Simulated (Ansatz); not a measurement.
# Decaying states in the gap of Na3I2Br

Wanted: the relaxed cell of Na3I2Br, its band edges and its decay constants. It is built by putting Na for Rb in the Rb3I2Br structure of space group Immm, with the volume rescaled by atomic radii. The parent structure comes from the Materials Project.

Calculated with Ansatz 0.2.0; PBE DFT, plane waves, PAW files, in the first sound run; inputs show where later runs differ.

The structure was built from a prototype and need not be the compound's stable phase.

### 1. Starting point

Symmetry: Immm, No. 71, orthorhombic system. Conventional cell: a = 4.592 Å, b = 6.535 Å, c = 13.832 Å, α = 90.00°, β = 90.00°, γ = 90.00°. Na has 2 Br at 3.14 Å and 4 I at 3.27 to 3.35 Å nearest. Na has 2 Br at 3.27 Å and 4 I at 3.28 Å nearest. Nearest to I lie 6 Na at 3.27 to 3.35 Å. Br has 6 Na at 3.14 to 3.27 Å nearest. It derives from Rb3I2Br. Na for Rb in the Rb3I2Br structure of space group Immm. Farther neighbours and most contacts between anions are not listed.

Structure file:

```cif
data_structure
_symmetry_space_group_name_H-M 'P 1'
_symmetry_Int_Tables_number 1
_cell_length_a 7.9863
_cell_length_b 7.9863
_cell_length_c 7.9863
_cell_angle_alpha 146.586
_cell_angle_beta 131.699
_cell_angle_gamma 60.004
_cell_volume 207.53
loop_
_atom_site_label
_atom_site_type_symbol
_atom_site_fract_x
_atom_site_fract_y
_atom_site_fract_z
_atom_site_occupancy
Na1 Na 0.34521 0.34521 0.00000 1
Na2 Na 0.00000 0.00000 0.00000 1
Na3 Na 0.65479 0.65479 0.00000 1
I4 I 0.16915 0.66915 0.50000 1
I5 I 0.83085 0.33085 0.50000 1
Br6 Br 0.50000 0.00000 0.50000 1
```

### 2. Cell and atoms at rest

The substituted atoms don't fit the parent's cell, so cell and atoms relax together. A small smearing keeps the run stable in case the gap closes on the way.

The input, input.yaml:

```yaml
crystal:
  lattice:
    - [-2.2958573962, 3.2674787722, 6.9162022517]
    - [2.2958573962, -3.2674787722, 6.9162022517]
    - [2.2958573962, 3.2674787722, -6.9162022517]
  atoms:
    - { symbol: Na, position: [0.34521018, 0.34521018, 0.0] }
    - { symbol: Na, position: [0.0, 0.0, 0.0] }
    - { symbol: Na, position: [0.65478982, 0.65478982, 0.0] }
    - { symbol: I, position: [0.16915488, 0.66915488, 0.5] }
    - { symbol: I, position: [0.83084512, 0.33084512, 0.5] }
    - { symbol: Br, position: [0.5, 0.0, 0.5] }
kpoints:
  mp_grid: { grid: [6, 6, 6] }
scf:
  occupations: { method: gaussian, width: 0.03 }
hamiltonian:
  xc: pbe
output:
  forces: true
  stress: true
relax:
  f_tol: 0.02
  max_steps: 60
  cell: {}
```

Run with:

```console
ansatz run input.yaml --threads 2 --pin off --max-ram 4096MiB --backend cpu --events-out ev --progress --plain --runs-dir out
```

Numbers of over 12 decimals in the logs are rounded to 6 here.

What it wrote:

```text
basis.fft_grid_basis auto: the FFT boxes are laid along the combinations [[1, 0, 1], [0, 1, 1], [0, 0, 1]] of the cell's own vectors, 6.535, 4.592 and 7.986 Å long. The dense box has 45×32×54 points. Along the cell's own vectors, as sized, it would have 54×54×54, 2.02 times as many. Of the 8 symmetry operations that the crystal satisfies within crystal.symmetry.tolerance (time reversal apart; of a slab, those that ke [...]
Engine: ansatz 0.2.0, aarch64-unknown-linux-gnu
Pseudopotentials: kind: paw
Pseudopotential: Na, paw, valence charge 9, recommended cutoff 420 eV (normal), Na.paw.azcp
Pseudopotential: I, paw, valence charge 17, recommended cutoff 420 eV (normal), I.paw.azcp
Pseudopotential: Br, paw, valence charge 7, recommended cutoff 420 eV (normal), Br.paw.azcp
Functional definition: PBE
  parameter kappa = 0.804
  parameter beta = 0.066725
  exchange = pbe_x(kappa = kappa, mu = beta*pi^2/3)
  correlation = pbe_c(beta = beta)
Crystal: 6 atoms, lattice volume = 207.532 Å³
Basis set: ecut = 420 eV, 4067 PW (Γ), FFT grids on a1+a3, a2+a3, a3, exchange–correlation on 90×64×108 points (8 copies of the dense FFT grid, shifted against one another)
Bands: 41, of which v1, the nominal top of the filled ones, is band 34 counted from 1 (33 counted from 0)
Symmetry: 8 space group operations
Space group: Immm (ITA 71), of the structure as read, at distance tolerance 5.9e-5 Å
k-points: 46 of 216
Non-local potential: Na, projectors of the file, l = 0: 3, l = 1: 2, l = 2: 1
Non-local potential: I, projectors of the file, l = 0: 2, l = 1: 2, l = 2: 2, l = 3: 2
Non-local potential: Br, projectors of the file, l = 0: 2, l = 1: 2, l = 2: 2
PAW form: soft (Blöchl's): semilocal exchange-correlation on the pseudo side does not see the compensation charge
PAW one-centre angular grid: Na, 110 points (default); XC on 64 Gauss nodes
PAW one-centre angular grid: I, 590 points (default); XC on 64 Gauss nodes
PAW one-centre angular grid: Br, 110 points (default); XC on 64 Gauss nodes
Initial density: superposition of atomic densities (neutral atoms: chi_scale 0, normalization atom), corrected by the library's trained network
Initial wavefunctions: pseudopotential atomic-orbital guess
Functional: x = pbe(κ = 0.804, μ = 0.219515), c = pbe(β = 0.066725)
SCF iter   1: F=—  HF=-22276.439623 eV  |F-HF|=—  |Δ(HF+E_count)|=         —  Δρ=4.03e-4  dr2=4.50e-4  ethr=1.77e-3  ⟨swp⟩=9.2  Hψ=8254  notcnv=0  defer=6
preconditioner: auto → Resta (q_TF=auto, 2.265 Å⁻¹)  ε∞=2.6  [insulator: Δε(μ)=3.338 eV  Ē_g=9.918 eV  σ=0.030 eV  W_gap=1.00  n_scr=38 (ndim 8)  ℏωp=12.6 eV  f_vac=0.079  D(μ)=0.00/eV (n_scr^D=0)  ε∞_Penn≈2.6]
SCF iter   2: F=—  HF=-22276.436841 eV  |F-HF|=—  |Δ(HF+E_count)|=   2.78e-3  Δρ=4.68e-4  dr2=8.42e-4  ethr=6.62e-7  ⟨swp⟩=3.0  Hψ=4931  notcnv=0  defer=72
SCF iter   3: F=—  HF=-22276.436678 eV  |F-HF|=—  |Δ(HF+E_count)|=   1.63e-4  Δρ=3.15e-4  dr2=3.91e-4  ethr=6.62e-7  ⟨swp⟩=2.5  Hψ=3189  notcnv=0  defer=72
SCF iter   4: F=—  HF=-22276.436591 eV  |F-HF|=—  |Δ(HF+E_count)|=   8.69e-5  Δρ=1.55e-4  dr2=9.64e-5  ethr=5.75e-7  ⟨swp⟩=2.1  Hψ=2355  notcnv=0  defer=72
SCF iter   5: F=—  HF=-22276.436591 eV  |F-HF|=—  |Δ(HF+E_count)|=   5.39e-7  Δρ=8.12e-5  dr2=2.11e-5  ethr=1.42e-7  ⟨swp⟩=2.0  Hψ=3225  notcnv=0  defer=72
SCF iter   6: F=—  HF=-22276.436598 eV  |F-HF|=—  |Δ(HF+E_count)|=   7.63e-6  Δρ=8.93e-5  dr2=2.95e-5  ethr=3.10e-8  ⟨swp⟩=1.1  Hψ=1802  notcnv=0  defer=72
SCF iter   7: F=—  HF=-22276.436591 eV  |F-HF|=—  |Δ(HF+E_count)|=   6.82e-6  Δρ=6.09e-5  dr2=1.52e-5  ethr=3.10e-8  ⟨swp⟩=1.1  Hψ=1803  notcnv=0  defer=72
SCF iter   8: F=—  HF=-22276.436586 eV  |F-HF|=—  |Δ(HF+E_count)|=   5.45e-6  Δρ=1.86e-5  dr2=1.10e-6  ethr=2.23e-8  ⟨swp⟩=2.0  Hψ=2305  notcnv=0  defer=72
SCF iter   9: F=-22276.436585 eV  HF=-22276.436585 eV  |F-HF|=1.59e-8  |Δ(HF+E_count)|=   4.74e-7  Δρ=3.19e-6  dr2=2.31e-8  ethr=1.47e-10  ⟨swp⟩=3.0  Hψ=8221  notcnv=0
SCF 1 converged in 9 iterations: F = -22276.436585 eV  dr2 = 2.31e-8
  greatest PAW one-centre occupation: 0.999 electrons in one spin orbital (limit 2), on the Na atom at site 1 (counted from 0), in its partial waves of l = 0
relax step   1: F+E_penalty+E_count = -22276.43658541 eV  Δ(F+E_penalty+E_count) = +0.000e0 eV  max|allowed force component| = 5.767e-2 eV/Å  Δτ_max = 0.0000 Å  P = -0.924 GPa  Ω = 207.532 Å³  (9 SCF iters, dr2 threshold 1.00e-7 eV, accepted)
Crystal: 6 atoms, lattice volume = 201.250 Å³
Basis set: ecut = 420 eV, 3967 PW (Γ), FFT grids on a1+a3, a2+a3, a3, exchange–correlation on 90×64×108 points (8 copies of the dense FFT grid, shifted against one another)
Initial density: handed on by an earlier stage of this run
Initial wavefunctions: those handed on with the density
iter 1 solved again at ethr=6.82e-6 eV; its pass at ethr=3.10e-3 eV (dr2=4.64e-3 eV) is discarded
SCF iter   1: F=—  HF=-22276.469393 eV  |F-HF|=—  |Δ(HF+E_count)|=         —  Δρ=1.25e-3  dr2=4.67e-3  ethr=6.82e-6  ⟨swp⟩=2.4  Hψ=10232  notcnv=0
preconditioner: auto → Resta (q_TF=auto, 2.277 Å⁻¹)  ε∞=2.6  [insulator: Δε(μ)=3.378 eV  Ē_g=9.999 eV  σ=0.030 eV  W_gap=1.00  n_scr=38 (ndim 8)  ℏωp=12.8 eV  f_vac=0.064  D(μ)=0.00/eV (n_scr^D=0)  ε∞_Penn≈2.6]
SCF iter   2: F=—  HF=-22276.467493 eV  |F-HF|=—  |Δ(HF+E_count)|=   1.90e-3  Δρ=5.90e-4  dr2=1.14e-3  ethr=6.82e-6  ⟨swp⟩=2.0  Hψ=2616  notcnv=0
SCF iter   3: F=—  HF=-22276.467005 eV  |F-HF|=—  |Δ(HF+E_count)|=   4.88e-4  Δρ=1.59e-4  dr2=9.64e-5  ethr=1.68e-6  ⟨swp⟩=2.0  Hψ=2304  notcnv=0
SCF iter   4: F=—  HF=-22276.466964 eV  |F-HF|=—  |Δ(HF+E_count)|=   4.02e-5  Δρ=6.22e-5  dr2=7.37e-6  ethr=1.42e-7  ⟨swp⟩=2.6  Hψ=3461  notcnv=0
SCF iter   5: F=-22276.466966 eV  HF=-22276.466965 eV  |F-HF|=4.42e-7  |Δ(HF+E_count)|=   8.16e-7  Δρ=1.26e-5  dr2=3.44e-7  ethr=8.82e-10  ⟨swp⟩=3.8  Hψ=8045  notcnv=0
SCF 2 converged in 5 iterations: F = -22276.466966 eV  dr2 = 3.44e-7
relax step   2: F+E_penalty+E_count = -22276.46696575 eV  Δ(F+E_penalty+E_count) = -3.038e-2 eV  max|allowed force component| = 2.414e-2 eV/Å  Δτ_max = 0.0151 Å  P = -0.526 GPa  Ω = 201.250 Å³  energy of the carried Pulay correction = +3.728e-4 eV  (5 SCF iters, dr2 threshold 6.00e-7 eV, accepted)
Crystal: 6 atoms, lattice volume = 193.200 Å³
Basis set: ecut = 420 eV, 3755 PW (Γ), FFT grids on a1+a3, a2+a3, a3, exchange–correlation on 90×64×108 points (8 copies of the dense FFT grid, shifted against one another)
iter 1 solved again at ethr=1.64e-5 eV; its pass at ethr=3.10e-3 eV (dr2=1.12e-2 eV) is discarded
SCF iter   1: F=—  HF=-22276.485005 eV  |F-HF|=—  |Δ(HF+E_count)|=         —  Δρ=2.20e-3  dr2=1.13e-2  ethr=1.64e-5  ⟨swp⟩=2.3  Hψ=9813  notcnv=0
preconditioner: auto → Resta (q_TF=auto, 2.292 Å⁻¹)  ε∞=2.7  [insulator: Δε(μ)=3.433 eV  Ē_g=10.130 eV  σ=0.030 eV  W_gap=1.00  n_scr=38 (ndim 8)  ℏωp=13.1 eV  f_vac=0.050  D(μ)=0.00/eV (n_scr^D=0)  ε∞_Penn≈2.7]
SCF iter   2: F=—  HF=-22276.480639 eV  |F-HF|=—  |Δ(HF+E_count)|=   4.37e-3  Δρ=1.06e-3  dr2=2.54e-3  ethr=1.64e-5  ⟨swp⟩=2.1  Hψ=3159  notcnv=0
SCF iter   3: F=—  HF=-22276.479443 eV  |F-HF|=—  |Δ(HF+E_count)|=   1.20e-3  Δρ=2.23e-4  dr2=1.76e-4  ethr=3.74e-6  ⟨swp⟩=2.0  Hψ=2859  notcnv=0
SCF iter   4: F=—  HF=-22276.479365 eV  |F-HF|=—  |Δ(HF+E_count)|=   7.81e-5  Δρ=7.47e-5  dr2=1.40e-5  ethr=2.58e-7  ⟨swp⟩=2.0  Hψ=2724  notcnv=0
SCF iter   5: F=-22276.479368 eV  HF=-22276.479368 eV  |F-HF|=2.93e-7  |Δ(HF+E_count)|=   2.84e-6  Δρ=1.29e-5  dr2=4.80e-7  ethr=8.82e-10  ⟨swp⟩=4.0  Hψ=8336  notcnv=0
SCF 3 converged in 5 iterations: F = -22276.479368 eV  dr2 = 4.80e-7
relax step   3: F+E_penalty+E_count = -22276.47936849 eV  Δ(F+E_penalty+E_count) = -1.240e-2 eV  max|allowed force component| = 6.900e-3 eV/Å  Δτ_max = 0.0221 Å  P = +0.093 GPa  Ω = 193.200 Å³  energy of the carried Pulay correction = +8.677e-4 eV  (5 SCF iters, dr2 threshold 6.00e-7 eV, accepted)
[...]
relax step   4: F+E_penalty+E_count = -22276.47965977 eV  Δ(F+E_penalty+E_count) = -2.913e-4 eV  max|allowed force component| = 3.847e-3 eV/Å  Δτ_max = 0.0063 Å  P = -0.005 GPa  Ω = 194.398 Å³  energy of the carried Pulay correction = +7.928e-4 eV  (6 SCF iters, dr2 threshold 2.51e-8 eV, accepted)
Initial wavefunctions: pseudopotential atomic-orbital guess (no wavefunctions were taken with the density)
iter 1 solved again at ethr=2.20e-6 eV; its pass at ethr=3.10e-3 eV (dr2=1.50e-3 eV) is discarded
SCF iter   1: F=—  HF=-22276.478740 eV  |F-HF|=—  |Δ(HF+E_count)|=         —  Δρ=4.12e-5  dr2=5.03e-7  ethr=2.20e-6  ⟨swp⟩=3.2  Hψ=12785  notcnv=0
eigensolver tolerance schedule: the retry pair's looser diagonalisation over-reported the residual by 2973.89 of it (diagonalisation noise at an unbounded share of the residual, at the tolerance the schedule requests for it); recorded, not acted on — ethr = c·dr2/N_el stays at c = 1.0e-1
preconditioner: auto → Resta (q_TF=auto, 2.290 Å⁻¹)  ε∞=2.7  [insulator: Δε(μ)=3.485 eV  Ē_g=10.144 eV  σ=0.030 eV  W_gap=1.00  n_scr=38 (ndim 8)  ℏωp=13.0 eV  f_vac=0.056  D(μ)=0.00/eV (n_scr^D=0)  ε∞_Penn≈2.7]
SCF iter   2: F=—  HF=-22276.478725 eV  |F-HF|=—  |Δ(HF+E_count)|=   1.55e-5  Δρ=2.11e-5  dr2=1.25e-7  ethr=7.40e-10  ⟨swp⟩=3.0  Hψ=4397  notcnv=0
SCF iter   3: F=—  HF=-22276.478725 eV  |F-HF|=—  |Δ(HF+E_count)|=   2.75e-7  Δρ=3.00e-6  dr2=7.73e-9  ethr=1.84e-10  ⟨swp⟩=2.0  Hψ=3312  notcnv=0
SCF iter   4: F=—  HF=-22276.478725 eV  |F-HF|=—  |Δ(HF+E_count)|=   3.40e-9  Δρ=9.50e-7  dr2=3.90e-10  ethr=1.14e-11  ⟨swp⟩=2.0  Hψ=3450  notcnv=0
SCF iter   5: F=-22276.478725 eV  HF=-22276.478725 eV  |F-HF|=2.91e-11  |Δ(HF+E_count)|=  5.09e-10  Δρ=1.41e-7  dr2=2.90e-11  ethr=1.00e-12  ⟨swp⟩=5.0  Hψ=6583  notcnv=0
SCF 5 converged in 5 iterations: F = -22276.478725 eV  dr2 = 2.90e-11
relax step   5: F+E_penalty+E_count = -22276.47872502 eV  Δ(F+E_penalty+E_count) = +9.347e-4 eV  max|allowed force component| = 3.832e-3 eV/Å  Δτ_max = 0.0000 Å  P = -0.002 GPa  Ω = 194.398 Å³  stress off target by 9.69e-3 GPa  SCF on the basis re-selected at this cell (its energy is not comparable with the rows above)  (5 SCF iters)
basis re-selected at this cell: Δ(F+E_penalty+E_count) = +9.347e-4 eV, ΔP = +0.003 GPa vs the last step (what re-selecting the basis moved, of the pressure what is left beyond the Pulay correction that the steps carried, after the strain that the cell walked since its last selection, with what the two solves' SCF thresholds leave and, on support functions, any second-order correction that the steps lacked; it is no m [...]
SCF converged after 5 iterations
Free energy (F): -22276.478725 eV
Harris-Foulkes:  -22276.478725 eV  (|F-HF|=2.91e-11)
Internal energy: -22276.478725 eV  (E = F + TS)
E sigma→0 (E₀):  -22276.478725 eV
Fermi energy:    4.278925 eV
--- Per-component energies (eV) ---
  E_band       = -1484.146045
  E_kinetic    = 873.929632
  E_local      = -8505.243898  (includes V_loc(G=0)·N_el)
  E_nonlocal   = 235.113829
  E_hartree    = 3696.041503
  E_xc         = -638.600829
  E_vxc        = -512.366615  (∫ρ·V_xc dr)
  E_paw        = -12670.489161  (= ΣΔE_a)
  E_vpaw       = -967.662065  (= ΣTr[D̂ρ^β])
  E_aug_tail   = -0.000141  (compensation charges beyond the density's cutoff)
  E_ewald      = -5267.229660
  E_smearing   = -0.000000  (= −TS)
  E_closure    = -0.000000  (closes the sum)
  Σ components = -22276.478725   (vs F -22276.478725, Δ=0.00e0)
--- Forces (eV/Å), atoms counted from 1 ---
  atom   1  Na     0.00000000     0.00000000     0.00102627
  atom   2  Na     0.00000000     0.00000000     0.00000000
  atom   3  Na     0.00000000     0.00000000    -0.00102627
  atom   4  I      0.00000000     0.00000000     0.00383224
  atom   5  I      0.00000000     0.00000000    -0.00383224
  atom   6  Br     0.00000000     0.00000000    -0.00000000
  max |Σ_I F_I| component: 8.67e-19 eV/Å
--- Stress (GPa, compression-positive) ---
       -0.001644       0.000000       0.000000
        0.000000      -0.009686       0.000000
        0.000000       0.000000       0.003911
  P = ⅓ Tr σ = -0.0025 GPa (-0.025 kbar)
--- Relaxed structure (4 steps of the walk, 4 accepted, 1 SCFs on fresh bases) ---
  F+E_penalty+E_count = -22276.47872502 eV   max|allowed force component| = 3.832e-3 eV/Å   (the final SCF, on the basis selected at the relaxed cell)
  cell:  # Å, volume = 194.3978 Å³
    - [-2.246725, 3.197236, 6.765607]
    - [2.246725, -3.197236, 6.765607]
    - [2.246725, 3.197236, -6.765607]
  atoms:
    - { symbol: Na, position: [0.346644, 0.346644, 0] }
    - { symbol: Na, position: [0, 0, 0] }
    - { symbol: Na, position: [0.653356, 0.653356, 0] }
    - { symbol: I, position: [0.167758, 0.667758, 0.5] }
    - { symbol: I, position: [0.832242, 0.332242, 0.5] }
    - { symbol: Br, position: [0.5, 0, 0.5] }
```

Elapsed: 36 s, on 2 threads of Arm Neoverse V2, shared host; peak memory 0.63 GiB; 70 s of CPU time.

The steps of the relaxation:

| step | energy less that of the first step (eV) | largest force component (eV/Å) | pressure (GPa) | volume (Å³) |
| --- | --- | --- | --- | --- |
| 1 | 0.0000 | 0.0577 | -0.92 | 207.53 |
| 2 | -0.0304 | 0.0241 | -0.53 | 201.25 |
| 3 | -0.0428 | 0.0069 | 0.09 | 193.20 |
| 4 | -0.0431 | 0.0038 | -0.01 | 194.40 |
| 5* | -0.0421 | 0.0038 | 0.00 | 194.40 |

Relaxation steps marked * repeat the geometry before them on a plane-wave basis chosen anew for their cell, so energy and pressure can jump there.

The run keeps the 8 symmetry operations that it works with, so distortions that break them were not tested.

| conventional cell, symmetrised | before | after | change |
| --- | --- | --- | --- |
| a (Å) | 4.592 | 4.493 | -2.1 % |
| b (Å) | 6.535 | 6.394 | -2.1 % |
| c (Å) | 13.832 | 13.531 | -2.2 % |
| volume (Å³/atom) | 34.59 | 32.40 | -6.3 % |

The atoms that moved most (Å, as changes of fractional coordinates times the final cell):

| atom | dx | dy | dz | length |
| --- | --- | --- | --- | --- |
| Na3 | 0.000 | 0.000 | -0.019 | 0.019 |
| Na1 | 0.000 | 0.000 | 0.019 | 0.019 |
| I5 | 0.000 | 0.000 | 0.019 | 0.019 |
| I4 | 0.000 | 0.000 | -0.019 | 0.019 |

Final coordinates:

```cif
data_structure
_symmetry_space_group_name_H-M 'P 1'
_symmetry_Int_Tables_number 1
_cell_length_a 7.8130
_cell_length_b 7.8130
_cell_length_c 7.8130
_cell_angle_alpha 146.576
_cell_angle_beta 131.689
_cell_angle_gamma 60.020
_cell_volume 194.40
loop_
_atom_site_label
_atom_site_type_symbol
_atom_site_fract_x
_atom_site_fract_y
_atom_site_fract_z
_atom_site_occupancy
Na1 Na 0.34664 0.34664 0.00000 1
Na2 Na 0.00000 0.00000 0.00000 1
Na3 Na 0.65336 0.65336 0.00000 1
I4 I 0.16776 0.66776 0.50000 1
I5 I 0.83224 0.33224 0.50000 1
Br6 Br 0.50000 0.00000 0.50000 1
```

This step gave:

```
free energy  : -22276.4787 eV
Fermi energy : 4.279 eV
pressure     : -0.002473 GPa
```

The largest force component on a free atom ends at 0.0038 eV/Å.

(Continued in part 2 of 3.)

[Logs are printed without paths, hosts, clocks, repeated set-up lines and the standing remarks that a program may print on its own settings, such as how far it seeks lower states.]

[Hosts, paths, dates, database ids (printed as entryN), source tags and the programs' standing remarks are cut or masked in the printed files.]
